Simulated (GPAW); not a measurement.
**Co4 Ru1 Co4 0001: which magnetic order is lowest**

Wanted: the moments of Co4 Ru1 Co4 0001 and the energy of each order that was tried.

Main program and level: GPAW 26.7.0; PBE; plane waves with GPAW's PAW setups, scalar-relativistic.

### 1. The starting structure

The cell holds 9 atoms: 8 Co and 1 Ru. Its edges and angles: a = 2.706 Å, b = 2.706 Å, c = 26.397 Å, α = 90.0°, β = 90.0°, γ = 120.0°. ideal sites on the substrate's mesh, layer spacings from atomic volumes, unrelaxed, 12 A of vacuum. Vacuum lies along c.

Structure file:

```cif
data_structure
_symmetry_space_group_name_H-M 'P 1'
_symmetry_Int_Tables_number 1
_cell_length_a 2.7060
_cell_length_b 2.7060
_cell_length_c 26.3974
_cell_angle_alpha 90.000
_cell_angle_beta 90.000
_cell_angle_gamma 120.000
_cell_volume 167.40
loop_
_atom_site_label
_atom_site_type_symbol
_atom_site_fract_x
_atom_site_fract_y
_atom_site_fract_z
_atom_site_occupancy
Co1 Co 0.00000 0.00000 0.22729 1
Co2 Co 0.33333 0.66667 0.29360 1
Co3 Co 0.00000 0.00000 0.35991 1
Co4 Co 0.33333 0.66667 0.42622 1
Ru5 Ru 0.00000 0.00000 0.50000 1
Co6 Co 0.33333 0.66667 0.57378 1
Co7 Co 0.00000 0.00000 0.64009 1
Co8 Co 0.33333 0.66667 0.70640 1
Co9 Co 0.00000 0.00000 0.77270 1
```

### 2. Order 1, typed as ferro ++++++++

Parallel moments need no larger cell; this start tests for a ferromagnetic state only.

File order1.py:

```python
import json
import numpy as np
from ase import Atoms
from ase.parallel import paropen, parprint
from gpaw import GPAW

atoms = Atoms(['Co', 'Co', 'Co', 'Co', 'Ru', 'Co', 'Co', 'Co', 'Co'],
    cell=[[2.706, 0.0, 0.0],
         [-1.353, 2.343465, 0.0],
         [0.0, 0.0, 26.397416]],
    scaled_positions=[[0.0, 0.0, 0.227295],
         [0.333333, 0.666667, 0.293604],
         [0.0, 0.0, 0.359914],
         [0.333333, 0.666667, 0.426223],
         [0.0, 0.0, 0.5],
         [0.333333, 0.666667, 0.573777],
         [0.0, 0.0, 0.640086],
         [0.333333, 0.666667, 0.706396],
         [0.0, 0.0, 0.772705]],
    pbc=True,
    magmoms=[1.8, 1.8, 1.8, 1.8, 0.0, 1.8, 1.8, 1.8, 1.8])
atoms.calc = GPAW(mode={'name': 'pw', 'ecut': 450},
    xc='PBE',
    kpts={'size': (20, 20, 1), 'gamma': True},
    occupations={'name': 'fermi-dirac', 'width': 0.05},
    convergence={'density': 1e-05, 'energy': 1e-05},
    maxiter=200,
    mixer={'name': 'pulay', 'beta': 0.03, 'nmaxold': 8, 'weight': 100},
    symmetry={'tolerance': 1e-4},
    txt='order1.txt')
e = atoms.get_potential_energy(force_consistent=True)
res = {'free_energy': e, 'energy_sigma0': atoms.get_potential_energy(), 'fermi_energy': atoms.calc.get_fermi_level()}
res['moments'] = atoms.get_magnetic_moments().tolist()
res['total'] = atoms.get_magnetic_moment()
parprint('site moments (muB):', np.round(res['moments'], 3))
parprint(f"total moment: {res['total']:.3f} muB")
parprint(f'free energy: {e:.6f} eV')
atoms.calc.write('order1.gpw')
with paropen('results.json', 'w') as f:
    json.dump(res, f)
```

The run is started by

```sh
OMP_NUM_THREADS=1 mpirun -n 4 gpaw python order1.py > order1.log
```

The log of the run:

```text
site moments (muB): [ 1.831  1.734  1.628  1.259 -0.043  1.259  1.628  1.734  1.831]
total moment: 12.512 muB
free energy: -70.562961 eV

--- order1.txt ---
Input parameters:
  mode=PW(ecut=450),
  convergence={'density': 1e-05, 'energy': 1e-05},
  kpts=MonkhorstPack(size=(20, 20, 1), gamma=True),
  maxiter=200,
  mixer=Pulay(name='pulay', nmaxold=8, beta=0.03, weight=100, sigma=0.015, g_ss=None),
  occupations=Occupations(name='fermi-dirac', width=0.05),
  symmetry=Symmetry(tolerance=0.0001),
  xc=XC(name='PBE')

Diagonalizing LCAO Hamiltonian
Converting LCAO to pw mode

       Co

        Co

       Co
        Co

       Ru

        Co

       Co
        Co

       Co

Atoms  # Å, Bohr magnetons
|   | symbol |         x |        y |         z |    initial magnetic moments |
|---|--------|-----------|----------|-----------|-----------------------------|
| 0 |     Co |  0.000000 | 0.000000 |  6.000001 | ( 0.0000,  0.0000,  1.8000) |
| 1 |     Co | -0.000001 | 1.562311 |  7.750387 | ( 0.0000,  0.0000,  1.8000) |
| 2 |     Co |  0.000000 | 0.000000 |  9.500800 | ( 0.0000,  0.0000,  1.8000) |
| 3 |     Co | -0.000001 | 1.562311 | 11.251186 | ( 0.0000,  0.0000,  1.8000) |
| 4 |     Ru |  0.000000 | 0.000000 | 13.198708 | ( 0.0000,  0.0000,  0.0000) |
| 5 |     Co | -0.000001 | 1.562311 | 15.146230 | ( 0.0000,  0.0000,  1.8000) |
| 6 |     Co |  0.000000 | 0.000000 | 16.896616 | ( 0.0000,  0.0000,  1.8000) |
| 7 |     Co | -0.000001 | 1.562311 | 18.647029 | ( 0.0000,  0.0000,  1.8000) |
| 8 |     Co |  0.000000 | 0.000000 | 20.397415 | ( 0.0000,  0.0000,  1.8000) |

Unit cell  # Å
| periodic |         x |        y |         z |   lengths |     angles |
|----------|-----------|----------|-----------|-----------|------------|
|      yes |  2.706000 | 0.000000 |  0.000000 |  2.706000 |  90.000000 |
|      yes | -1.353000 | 2.343465 |  0.000000 |  2.706000 |  90.000000 |
|      yes |  0.000000 | 0.000000 | 26.397416 | 26.397416 | 119.999997 |

Number of symmetries: 12

BZ-sampling:
  Number of BZ points: 400
  Number of IBZ points: 44

  Monkhorst-Pack size: [20, 20, 1]
  Monkhorst-Pack shift: [0.025, 0.025, 0.0]

K-points  # in reciprocal-cell coordinates
|     |                                coordinates |     weight |
|-----|--------------------------------------------|------------|
|   0 | ( -0.00000000,  -0.00000000,   0.00000000) | 0.00250000 |
|   1 | (  0.05000000,  -0.00000000,   0.00000000) | 0.01500000 |
|   2 | (  0.10000000,  -0.05000000,   0.00000000) | 0.01500000 |
|   3 | (  0.10000000,  -0.00000000,   0.00000000) | 0.01500000 |
|   4 | (  0.15000000,  -0.05000000,   0.00000000) | 0.03000000 |
|   5 | (  0.15000000,  -0.00000000,   0.00000000) | 0.01500000 |
|   6 | (  0.20000000,  -0.10000000,   0.00000000) | 0.01500000 |
|   7 | (  0.20000000,  -0.05000000,   0.00000000) | 0.03000000 |
|   8 | (  0.20000000,  -0.00000000,   0.00000000) | 0.01500000 |
|   9 | (  0.25000000,  -0.10000000,   0.00000000) | 0.03000000 |
| ... |                                            |            |
|  43 | (  0.50000000,   0.50000000,   0.00000000) | 0.00750000 |

Plane wave coefficients: 3665
Cutoff: 450.000000 eV

Spin-components: 2 (collinear spins)
Bands:           66
Projectors:      54
Spin-degeneracy: 1
Datatype:        complex128

Parallelization:
  kpt:    4
  domain: 1
  band:   1

Density:
  Valence electrons: 88.0
  Components: 2
  Grid points: [ 14  14 135]
  Charge: 0.0  # |e|

Potential:
  Grid points: [ 14  14 135]

species:
  Co:
    name:    Cobalt
    Z:       27.0
    valence: 9
    core:    18
    charge:  0.0  # [|e|]
    compensation charges:
      type: gauss
      rc: 0.32  # [Å]
      lmax: 2
    cutoffs:
      filter: 1.87  # [Å]
      core: 2.55  # [Å]
    projectors
    | kind |    occ | energy [eV] | rcut [Å] |
    |------|--------|-------------|----------|
    |   4s |  2.000 |      -5.469 |    1.005 |
    |   4p |  0.000 |      -1.277 |    1.058 |
    |   3d |  7.000 |      -8.205 |    1.005 |
    |    s |        |      21.742 |    1.005 |
    |    p |        |      25.934 |    1.058 |
    |    d |        |      19.007 |    1.005 |

    Using partial waves for Co as LCAO basis

  Ru:
    name:    Ruthenium
    Z:       44.0
    valence: 16
    core:    28
    charge:  0.0  # [|e|]
    compensation charges:
      type: gauss
      rc: 0.39  # [Å]
      lmax: 2
    cutoffs:
      filter: 2.16  # [Å]
      core: 1.30  # [Å]
    projectors
    | kind |    occ | energy [eV] | rcut [Å] |
    |------|--------|-------------|----------|
    |   4s |  2.000 |     -76.316 |    1.281 |
    |   5s |  1.000 |      -4.236 |    1.281 |
    |   4p |  6.000 |     -46.423 |    1.286 |
    |   5p |  0.000 |      -0.913 |    1.286 |
    |   4d |  7.000 |      -5.203 |    1.254 |
    |    d |        |      22.008 |    1.254 |

    Using partial waves for Ru as LCAO basis

Reference energy: -426466.804229  # eV

eigensolver:
  PPCG
  Converge bands: occupied
  niter=2

density mixing:
  Pulay-Mixer
  Linear mixing parameters: 0.03
  Old densities: 8
  Fourier metric: weight=100, sigma=0.015

occupation numbers:
  Fermi-Dirac:
    width: 0.0500  # eV

poisson solver:
  ecut: 3600.000000  # eV

xc functional:
  name: PBE with 2 nearest neighbor stencil

convergence criteria:
- Maximum integral of absolute [dens]ity change: 1e-05 electrons / valence electron
- Maximum [total energy] change in last 3 cyles: 1e-05 eV / valence electron
- Maximum integral of absolute [eigenst]ate change: 4e-08 eV^2 / valence electron
maximum number of iterations: 200

SCF iterations
|iter     |      energy | eigst |  dens |  magmom |
|---------|-------------|-------|-------|---------|
|iter:   1|       0s |  -76.432336 | +0.37 |       | +14.4224|
|iter:   2|      11s |  -75.882404 | -0.84 | -0.85 | +14.3120|
|iter:   3|      21s |  -73.809172 | -1.40 | -0.72 | +14.3095|
|iter:   4|      32s |  -71.485151 | -2.11 | -0.82 | +14.2476|
|iter:   5|      42s |  -70.864885 | -2.13 | -1.07 | +14.1238|
|iter:   6|      53s |  -70.475427 | -2.01 | -1.16 | +13.9558|
|iter:   7|      63s |  -70.296054 | -1.94 | -1.26 | +13.7500|
|iter:   8|      74s |  -70.304301 | -3.03 | -1.38 | +13.7727|
|iter:   9|      84s |  -70.317014 | -2.31 | -1.36 | +13.4672|
|iter:  10|      95s |  -70.349199 | -2.89 | -1.50 | +13.3373|
[... 37 iterations left out ...]
|iter:  48|     446s |  -70.514119c| -7.94c| -4.45 | +12.5140|
|iter:  49|     451s |  -70.514120c| -8.40c| -4.61 | +12.5139|
|iter:  50|     456s |  -70.514120c| -9.02c| -4.65 | +12.5138|
|iter:  51|     461s |  -70.514120c| -8.96c| -4.67 | +12.5134|
|iter:  52|     466s |  -70.514120c| -9.12c| -4.76 | +12.5133|
|iter:  53|     471s |  -70.514120c| -9.22c| -4.79 | +12.5130|
|iter:  54|     476s |  -70.514120c| -9.25c| -4.84 | +12.5126|
|iter:  55|     481s |  -70.514120c| -9.30c| -4.88 | +12.5124|
|iter:  56|     486s |  -70.514120c| -9.05c| -4.93 | +12.5120|
|iter:  57|     491s |  -70.514120c| -9.46c| -5.08c| +12.5119|

Converged in 57 steps
Energy contributions relative to reference atoms: (reference = -426466.804229)

Energy contributions:
  Kinetic:          70.162831
  Coulomb:         -61.129832
  Zero:              1.829106
  External:          0.000000
  Xc:              -81.327385
  Entropy:          -0.097681
  Spinorbit:         0.000000
  ----------------------------
  Free energy:     -70.562961
  Extrapolated:    -70.514120

dipole moment: (-27.272287, -28.860004, -0.000111)  # |e|*Ang

Total magnetic moment: (0.000000, 0.000000, 12.511948)

Local magnetic moments
|        x |        y |         z |
|----------|----------|-----------|
| 0.000000 | 0.000000 |  1.831251 |  # Co   0
| 0.000000 | 0.000000 |  1.734294 |  # Co   1
| 0.000000 | 0.000000 |  1.627623 |  # Co   2
| 0.000000 | 0.000000 |  1.258759 |  # Co   3
| 0.000000 | 0.000000 | -0.043108 |  # Ru   4
| 0.000000 | 0.000000 |  1.258759 |  # Co   5
| 0.000000 | 0.000000 |  1.627623 |  # Co   6
| 0.000000 | 0.000000 |  1.734294 |  # Co   7
| 0.000000 | 0.000000 |  1.831251 |  # Co   8

Fermi level: 4.935
Eigenvalues  # (at kpt = [-0.000, -0.000, 0.000])
| band index |      eig [eV] | occ [0-1] |      eig [eV] | occ [0-1] |
|------------|---------------|-----------|---------------|-----------|
|          0 |       -68.040 |     1.000 |       -68.054 |     1.000 |
|        ... |               |           |               |           |
|         40 |         3.114 |     1.000 |         4.963 |     0.367 |
|         41 |         3.436 |     1.000 |         4.977 |     0.305 |
|         42 |         3.436 |     1.000 |         5.044 |     0.102 |
|         43 |         3.727 |     1.000 |         5.044 |     0.102 |
|         44 |         3.727 |     1.000 |         5.288 |     0.001 |
|         45 |         3.959 |     1.000 |         5.288 |     0.001 |
|         46 |         4.042 |     1.000 |         5.345 |     0.000 |
|         47 |         4.042 |     1.000 |         5.720 |     0.000 |
|         48 |         4.176 |     1.000 |         5.720 |     0.000 |
|         49 |         4.176 |     1.000 |         5.836 |     0.000 |
|         50 |         4.260 |     1.000 |         5.837 |     0.000 |
|         51 |         4.260 |     1.000 |         5.882 |     0.000 |
|         52 |         4.447 |     1.000 |         5.882 |     0.000 |
|         53 |         4.447 |     1.000 |         5.968 |     0.000 |
|         54 |         4.900 |     0.670 |         5.968 |     0.000 |
|        ... |               |           |               |           |
|         65 |        17.172 |     0.000 |        17.686 |     0.000 |

No gap
No difference between direct/indirect transitions
```

It took 8.5 min on 4 MPI ranks of Arm Neoverse V1, shared host; peak memory 1.3 GiB; 34 min of CPU time.

Spin moment in the augmentation sphere by atom:

```csv
atom,spin moment in the augmentation sphere (μB)
Co1,1.83
Co2,1.73
Co3,1.63
Co4,1.26
Ru5,-0.04
Co6,1.26
Co7,1.63
Co8,1.73
Co9,1.83
```

Read from the output:

```
magnetization : 12.51 μB
final state   : ferromagnetic
```

After 57 cycles the largest moment stands at 1.83 μB.

(Part 1 of 2 ends here.)

[Long decimals in the printed logs are rounded to 6 places.]

[Logs and program files are shortened in this print: banners, set-up blocks, solver, clock and traceback lines can be left out without a mark of their own.]

[Logs are printed without paths, hosts, clocks, repeated set-up lines and the standing remarks that a program may print on its own settings, such as how far it seeks lower states.]

[Hosts, paths, dates, database ids (printed as entryN), source tags and the programs' standing remarks are cut or masked in the printed files.]

[Where the starting crystal was built by hand or by swapping elements, it need not be the compound's stable phase.]

[Where a cell is said to come from a database of computed structures, the database is the Materials Project.]

[Runs that the program refused, that were killed for memory or that had too few empty states are not shown or counted.]

[Lattice constants of own cells that a recipe calls measured were typed without a cited source.]
